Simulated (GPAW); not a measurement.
# Collinear magnetic orders of linear Fe chain, spacing 2.318 A with GPAW

A self-consistent run ends on one state, which hangs on the start. Several orders of linear Fe chain, spacing 2.318 A are started in GPAW and their energies compared.

Program: GPAW 26.7.0. Level of theory: LDA; plane waves with GPAW's PAW setups, scalar-relativistic. Results are calculated unless marked as measured.

**1. The structure**

The cell holds 1 atom: 1 Fe. Cell: a = 12.000 Å, b = 12.000 Å, c = 2.318 Å, α = 90.0°, β = 90.0°, γ = 90.0°. model lattice. Vacuum lies along a and b. The structure's axis is c.

**2. Order 1, typed as ferro +**

Parallel moments need no larger cell; this start tests for a ferromagnetic state only.

Input file order1.py:

```python
import json
import numpy as np
from ase import Atoms
from ase.parallel import paropen, parprint
from gpaw import GPAW

atoms = Atoms(['Fe'],
    cell=[[12.0, 0.0, 0.0],
         [0.0, 12.0, 0.0],
         [0.0, 0.0, 2.318]],
    scaled_positions=[[0.5, 0.5, 0.0]],
    pbc=True,
    magmoms=[2.8])
atoms.calc = GPAW(mode={'name': 'pw', 'ecut': 550},
    xc='LDA',
    kpts={'size': (1, 1, 12), 'gamma': True},
    occupations={'name': 'fermi-dirac', 'width': 0.05},
    convergence={'density': 1e-05, 'energy': 1e-05},
    maxiter=200,
    symmetry={'tolerance': 1e-4},
    txt='order1.txt')
e = atoms.get_potential_energy(force_consistent=True)
res = {'free_energy': e, 'energy_sigma0': atoms.get_potential_energy(), 'fermi_energy': atoms.calc.get_fermi_level()}
res['moments'] = atoms.get_magnetic_moments().tolist()
res['total'] = atoms.get_magnetic_moment()
parprint('site moments (muB):', np.round(res['moments'], 3))
parprint(f"total moment: {res['total']:.3f} muB")
parprint(f'free energy: {e:.6f} eV')
atoms.calc.write('order1.gpw')
with paropen('results.json', 'w') as f:
    json.dump(res, f)
```

The run is started by

```sh
OMP_NUM_THREADS=1 python3 order1.py > order1.log
```

Numbers of over 12 decimals in the logs are rounded to 6 here.

Output:

```text
site moments (muB): [3.034]
total moment: 3.393 muB
free energy: -6.024398 eV

--- order1.txt ---
Input parameters:
  mode=PW(ecut=550),
  convergence={'density': 1e-05, 'energy': 1e-05},
  kpts=MonkhorstPack(size=(1, 1, 12), gamma=True),
  maxiter=200,
  occupations=Occupations(name='fermi-dirac', width=0.05),
  symmetry=Symmetry(tolerance=0.0001),
  xc=XC(name='LDA')

Diagonalizing LCAO Hamiltonian
Converting LCAO to pw mode
        .----------------------------.
       /|                            |
      / |                            |
     /  .----------------------------.
    /  /                            /
   /  /                            /
  /  /                            /
 *  /              Fe            /
 | /                            /
 |/                            /
 *----------------------------*

Atoms  # Å, Bohr magnetons
|   | symbol |        x |        y |        z |    initial magnetic moments |
|---|--------|----------|----------|----------|-----------------------------|
| 0 |     Fe | 6.000000 | 6.000000 | 0.000000 | ( 0.0000,  0.0000,  2.8000) |

Unit cell  # Å
| periodic |         x |         y |        z |   lengths |    angles |
|----------|-----------|-----------|----------|-----------|-----------|
|      yes | 12.000000 |  0.000000 | 0.000000 | 12.000000 | 90.000000 |
|      yes |  0.000000 | 12.000000 | 0.000000 | 12.000000 | 90.000000 |
|      yes |  0.000000 |  0.000000 | 2.318000 |  2.318000 | 90.000000 |

Number of symmetries: 16

BZ-sampling:
  Number of BZ points: 12
  Number of IBZ points: 7

  Monkhorst-Pack size: [1, 1, 12]
  Monkhorst-Pack shift: [0.0, 0.0, 0.041667]

K-points  # in reciprocal-cell coordinates
|   |                                coordinates |     weight |
|---|--------------------------------------------|------------|
| 0 | (  0.00000000,   0.00000000,  -0.00000000) | 0.08333333 |
| 1 | (  0.00000000,   0.00000000,   0.08333333) | 0.16666667 |
| 2 | (  0.00000000,   0.00000000,   0.16666667) | 0.16666667 |
| 3 | (  0.00000000,   0.00000000,   0.25000000) | 0.16666667 |
| 4 | (  0.00000000,   0.00000000,   0.33333333) | 0.16666667 |
| 5 | (  0.00000000,   0.00000000,   0.41666667) | 0.16666667 |
| 6 | (  0.00000000,   0.00000000,   0.50000000) | 0.08333333 |

Plane wave coefficients: 9853
Cutoff: 550.0 eV

Spin-components: 2 (collinear spins)
Bands:           9
Projectors:      6
Spin-degeneracy: 1
Datatype:        complex128

Parallelization:
  kpt:    1
  domain: 1
  band:   1

Density:
  Valence electrons: 8.0
  Components: 2
  Grid points: [70 70 14]
  Charge: 0.0  # |e|

Potential:
  Grid points: [70 70 14]

species:
  Fe:
    name:    Iron
    Z:       26.0
    valence: 8
    core:    18
    charge:  0.0  # [|e|]
    compensation charges:
      type: gauss
      rc: 0.33  # [Å]
      lmax: 2
    cutoffs:
      filter: 2.06  # [Å]
      core: 2.67  # [Å]
    projectors
    | kind |    occ | energy [eV] | rcut [Å] |
    |------|--------|-------------|----------|
    |   4s |  2.000 |      -5.481 |    1.164 |
    |   4p |  0.000 |      -1.431 |    1.058 |
    |   3d |  6.000 |      -7.753 |    1.058 |
    |    s |        |      21.730 |    1.164 |
    |    p |        |      25.780 |    1.058 |
    |    d |        |      19.459 |    1.058 |

    Using partial waves for Fe as LCAO basis

Reference energy: -34557.939371  # eV

eigensolver:
  PPCG
  Converge bands: occupied
  niter=2

density mixing:
  MSR1-Mixer
  Pratt-step length: 0.05
  Maximum mixing coefficient: 0.75
  Old densities: 10
  SVD Regularization: 0.005
  Good broyden scale: 1.0
  Trust region scale: 1.0
  Backstep threshold: 4.0
  History deletion threshold: 6.0
  Fourier metric: weight=20.0, sigma=0.015

occupation numbers:
  Fermi-Dirac:
    width: 0.0500  # eV

poisson solver:
  ecut: 4400.0  # eV

xc functional:
  name: None

convergence criteria:
- Maximum integral of absolute [dens]ity change: 1e-05 electrons / valence electron
- Maximum [total energy] change in last 3 cyles: 1e-05 eV / valence electron
- Maximum integral of absolute [eigenst]ate change: 4e-08 eV^2 / valence electron
maximum number of iterations: 200

SCF iterations
|iter     |      energy | eigst |  dens |  magmom |
|---------|-------------|-------|-------|---------|
|iter:   1|       0s |   -6.776142 | +0.31 |       |  +2.8044|
|iter:   2|       0s |   -6.489503 | -0.89 | -0.61 |  +2.8216|
|iter:   3|       1s |   -5.998327 | -0.43 | -0.66 |  +2.9641|
|iter:   4|       1s |   -5.990770 | -1.48 | -1.01 |  +3.1111|
|iter:   5|       2s |   -6.000597 | -1.99 | -1.41 |  +3.2190|
|iter:   6|       2s |   -6.005037 | -2.43 | -1.72 |  +3.3955|
|iter:   7|       3s |   -6.005054 | -3.37 | -2.34 |  +3.3800|
|iter:   8|       4s |   -6.004934 | -3.74 | -2.33 |  +3.3927|
|iter:   9|       4s |   -6.004903 | -4.24 | -2.91 |  +3.3915|
|iter:  10|       5s |   -6.004886c| -4.66 | -3.08 |  +3.3937|
|iter:  11|       5s |   -6.004894c| -5.19 | -3.73 |  +3.3937|
|iter:  12|       6s |   -6.004898c| -5.40 | -4.19 |  +3.3935|
|iter:  13|       6s |   -6.004898c| -5.71 | -4.55 |  +3.3935|
|iter:  14|       7s |   -6.004899c| -6.04 | -4.87 |  +3.3934|
|iter:  15|       7s |   -6.004898c| -6.47 | -4.79 |  +3.3934|
|iter:  16|       8s |   -6.004898c| -6.92 | -5.09c|  +3.3934|
|iter:  17|       8s |   -6.004898c| -7.15 | -5.48c|  +3.3934|
|iter:  18|       9s |   -6.004898c| -7.54c| -5.75c|  +3.3934|

Converged in 18 steps
Energy contributions relative to reference atoms: (reference = -34557.939371)

Energy contributions:
  Kinetic:          14.679111
  Coulomb:         -12.014537
  Zero:             -0.036303
  External:          0.000000
  Xc:               -8.613669
  Entropy:          -0.038999
  Spinorbit:         0.000000
  ----------------------------
  Free energy:      -6.024398
  Extrapolated:     -6.004898

dipole moment: (-0.000060, -0.000060, -5.638406)  # |e|*Ang

Total magnetic moment: (0.000000, 0.000000, 3.393370)

Local magnetic moments
|        x |        y |        z |
|----------|----------|----------|
| 0.000000 | 0.000000 | 3.034237 |  # Fe   0

Fermi level: -3.865
Eigenvalues  # (at kpt = [0.000, 0.000, -0.000])
| band index |      eig [eV] | occ [0-1] |      eig [eV] | occ [0-1] |
|------------|---------------|-----------|---------------|-----------|
|          0 |        -8.429 |     1.000 |        -6.999 |     1.000 |
|          1 |        -6.835 |     1.000 |        -4.454 |     1.000 |
|          2 |        -6.835 |     1.000 |        -3.897 |     0.654 |
|          3 |        -6.259 |     1.000 |        -3.897 |     0.651 |
|          4 |        -4.862 |     1.000 |        -2.057 |     0.000 |
|          5 |        -4.862 |     1.000 |        -2.057 |     0.000 |
|          6 |        -2.481 |     0.000 |        -2.021 |     0.000 |
|          7 |        -2.481 |     0.000 |        -2.021 |     0.000 |
|          8 |         0.169 |     0.000 |         0.235 |     0.000 |

No gap
No difference between direct/indirect transitions
```

Elapsed: 12 s, on 1 MPI rank of AMD EPYC 9R45, shared host; peak memory 0.32 GiB.

This step gave:

```
magnetization  : 3.393 μB
final state    : ferromagnetic
largest moment : 3.034 μB
```

After 18 cycles the largest moment stands at 3.03 μB.

**3. Start 2: antiferro q=(0,0,1/2) +-**

Reversing part of the moments tests the sign of the couplings between them.

The cell is doubled to 2 atoms to hold this order. Its mesh is chosen so that both cells sample the same points.

order2.py is the script of step 2 with these lines changed:

```diff
@@ -6,12 +6,13 @@
 
-atoms = Atoms(['Fe'],
+atoms = Atoms(['Fe', 'Fe'],
     cell=[[12.0, 0.0, 0.0],
          [0.0, 12.0, 0.0],
-         [0.0, 0.0, 2.318]],
-    scaled_positions=[[0.5, 0.5, 0.0]],
+         [0.0, 0.0, 4.636]],
+    scaled_positions=[[0.5, 0.5, 0.0],
+         [0.5, 0.5, 0.5]],
     pbc=True,
-    magmoms=[2.8])
+    magmoms=[2.8, -2.8])
 atoms.calc = GPAW(mode={'name': 'pw', 'ecut': 550},
     xc='LDA',
-    kpts={'size': (1, 1, 12), 'gamma': True},
+    kpts={'size': (1, 1, 6), 'gamma': True},
     occupations={'name': 'fermi-dirac', 'width': 0.05},
@@ -20,3 +21,3 @@
     symmetry={'tolerance': 1e-4},
-    txt='order1.txt')
+    txt='order2.txt')
 e = atoms.get_potential_energy(force_consistent=True)
@@ -28,3 +29,3 @@
 parprint(f'free energy: {e:.6f} eV')
-atoms.calc.write('order1.gpw')
+atoms.calc.write('order2.gpw')
 with paropen('results.json', 'w') as f:
```

The run is started by

```sh
OMP_NUM_THREADS=1 python3 order2.py > order2.log
```

Output:

```text
site moments (muB): [ 2.538 -2.538]
total moment: -0.000 muB
free energy: -11.290462 eV

--- order2.txt ---
Input parameters:
  mode=PW(ecut=550),
  convergence={'density': 1e-05, 'energy': 1e-05},
  kpts=MonkhorstPack(size=(1, 1, 6), gamma=True),
  maxiter=200,
  occupations=Occupations(name='fermi-dirac', width=0.05),
  symmetry=Symmetry(tolerance=0.0001),
  xc=XC(name='LDA')

Diagonalizing LCAO Hamiltonian
Converting LCAO to pw mode
        .----------------------------.
       /|                            |
      / |                            |
     /  |                            |
    /   |                            |
   /    |                            |
  /     .----------------------------.
 *     /           Fe               /
 |    /                            /
 |   /                            /
 |  /              Fe            /
 | /                            /
 |/                            /
 *----------------------------*

Atoms  # Å, Bohr magnetons
|   | symbol |        x |        y |        z |    initial magnetic moments |
|---|--------|----------|----------|----------|-----------------------------|
| 0 |     Fe | 6.000000 | 6.000000 | 0.000000 | ( 0.0000,  0.0000,  2.8000) |
| 1 |     Fe | 6.000000 | 6.000000 | 2.318000 | ( 0.0000,  0.0000, -2.8000) |

Unit cell  # Å
| periodic |         x |         y |        z |   lengths |    angles |
|----------|-----------|-----------|----------|-----------|-----------|
|      yes | 12.000000 |  0.000000 | 0.000000 | 12.000000 | 90.000000 |
|      yes |  0.000000 | 12.000000 | 0.000000 | 12.000000 | 90.000000 |
|      yes |  0.000000 |  0.000000 | 4.636000 |  4.636000 | 90.000000 |

Number of symmetries: 16

BZ-sampling:
  Number of BZ points: 6
  Number of IBZ points: 4

  Monkhorst-Pack size: [1, 1, 6]
  Monkhorst-Pack shift: [0.0, 0.0, 0.083333]

Plane wave coefficients: 19570
Cutoff: 550.0 eV

Spin-components: 2 (collinear spins)
Bands:           14
Projectors:      12
Spin-degeneracy: 1
Datatype:        complex128

Parallelization:
  kpt:    1
  domain: 1
  band:   1

Density:
  Valence electrons: 16.0
  Components: 2
  Grid points: [70 70 27]
  Charge: 0.0  # |e|

Potential:
  Grid points: [70 70 27]

[... setups left out ...]
Reference energy: -69115.878741  # eV

eigensolver:
  PPCG
  Converge bands: occupied
  niter=2

density mixing:
  MSR1-Mixer
  Pratt-step length: 0.05
  Maximum mixing coefficient: 0.75
  Old densities: 10
  SVD Regularization: 0.005
  Good broyden scale: 1.0
  Trust region scale: 1.0
  Backstep threshold: 4.0
  History deletion threshold: 6.0
  Fourier metric: weight=20.0, sigma=0.015

occupation numbers:
  Fermi-Dirac:
    width: 0.0500  # eV

poisson solver:
  ecut: 4400.0  # eV

xc functional:
  name: None

convergence criteria:
- Maximum integral of absolute [dens]ity change: 1e-05 electrons / valence electron
- Maximum [total energy] change in last 3 cyles: 1e-05 eV / valence electron
- Maximum integral of absolute [eigenst]ate change: 4e-08 eV^2 / valence electron
maximum number of iterations: 200

SCF iterations
|iter     |      energy | eigst |  dens |  magmom |
|---------|-------------|-------|-------|---------|
|iter:   1|       0s |  -12.586937 | +0.33 |       |  +0.0000|
|iter:   2|       1s |  -12.052032 | -1.08 | -0.59 |  +0.0000|
|iter:   3|       3s |  -11.222398 | -0.37 | -0.67 |  -0.0010|
|iter:   4|       4s |  -11.512250 | -1.17 | -1.07 |  +0.0336|
|iter:   5|       5s |  -11.240579 | -1.40 | -0.57 |  -0.0094|
|iter:   6|       6s |  -11.204702 | -2.20 | -0.87 |  +0.0086|
|iter:   7|       8s |  -11.203544 | -2.51 | -1.16 |  +0.0031|
|iter:   8|       9s |  -11.203985 | -3.07 | -1.48 |  +0.0055|
|iter:   9|      10s |  -11.207638 | -3.49 | -1.87 |  +0.0035|
|iter:  10|      11s |  -11.208822 | -3.54 | -1.99 |  +0.0035|
[... 51 iterations left out ...]
|iter:  62|      73s |  -11.207946c| -7.84c| -4.14 |  -0.0001|
|iter:  63|      74s |  -11.207947c| -7.35 | -4.16 |  -0.0000|
|iter:  64|      75s |  -11.207948c| -7.49c| -3.58 |  -0.0001|
|iter:  65|      76s |  -11.207947c| -7.79c| -3.94 |  -0.0001|
|iter:  66|      77s |  -11.207946c| -7.69c| -4.06 |  -0.0001|
|iter:  67|      78s |  -11.207947c| -7.50c| -4.20 |  -0.0000|
|iter:  68|      79s |  -11.207946c| -7.16 | -3.56 |  -0.0001|
|iter:  69|      80s |  -11.207946c| -7.78c| -4.31 |  -0.0000|
|iter:  70|      81s |  -11.207946c| -7.82c| -4.54 |  -0.0000|
|iter:  71|      81s |  -11.207946c| -7.81c| -5.01c|  -0.0000|

Converged in 71 steps
Energy contributions relative to reference atoms: (reference = -69115.878741)

Energy contributions:
  Kinetic:          25.178431
  Coulomb:         -20.446268
  Zero:             -0.072349
  External:          0.000000
  Xc:              -15.785245
  Entropy:          -0.165031
  Spinorbit:         0.000000
  ----------------------------
  Free energy:     -11.290462
  Extrapolated:    -11.207946

dipole moment: (-0.000120, -0.000120, -11.262452)  # |e|*Ang

Total magnetic moment: (0.000000, 0.000000, -0.000008)

Local magnetic moments
|        x |        y |         z |
|----------|----------|-----------|
| 0.000000 | 0.000000 |  2.537633 |  # Fe   0
| 0.000000 | 0.000000 | -2.537641 |  # Fe   1

Fermi level: -3.641
Eigenvalues  # (at kpt = [0.000, 0.000, 0.000])
| band index |      eig [eV] | occ [0-1] |      eig [eV] | occ [0-1] |
|------------|---------------|-----------|---------------|-----------|
|          0 |        -7.810 |     1.000 |        -7.810 |     1.000 |
|          1 |        -6.402 |     1.000 |        -6.402 |     1.000 |
|          2 |        -6.402 |     1.000 |        -6.402 |     1.000 |
|          3 |        -6.203 |     1.000 |        -6.203 |     1.000 |
|          4 |        -6.202 |     1.000 |        -6.202 |     1.000 |
|          5 |        -5.841 |     1.000 |        -5.841 |     1.000 |
|          6 |        -3.564 |     0.176 |        -3.564 |     0.176 |
|          7 |        -3.564 |     0.175 |        -3.564 |     0.175 |
|          8 |        -3.273 |     0.001 |        -3.273 |     0.001 |
|          9 |        -3.188 |     0.000 |        -3.188 |     0.000 |
|         10 |        -3.188 |     0.000 |        -3.188 |     0.000 |
|         11 |        -2.228 |     0.000 |        -2.228 |     0.000 |
|         12 |        -2.228 |     0.000 |        -2.228 |     0.000 |
|         13 |        -0.456 |     0.000 |        -0.456 |     0.000 |

No gap
No difference between direct/indirect transitions
```

Run time: 85 s. Hardware: 1 MPI rank; peak memory 0.51 GiB.

Read from the output:

```
magnetization  : 0 μB
final state    : antiferromagnetic
largest moment : 2.538 μB
```

It lies 379 meV a seeded atom over the first start, and its largest moment is 2.54 μB against 3.03 μB.

(Continued in part 2 of 2.)

[Logs and program files are shortened in this print: banners, set-up blocks, solver, clock and traceback lines can be left out without a mark of their own.]

[Logs are printed without paths, hosts, clocks, repeated set-up lines and the standing remarks that a program may print on its own settings, such as how far it seeks lower states.]

[Hosts, paths, dates, database ids (printed as entryN), source tags and the programs' standing remarks are cut or masked in the printed files.]

[Where a cell is said to come from a database of computed structures, the database is the Materials Project.]
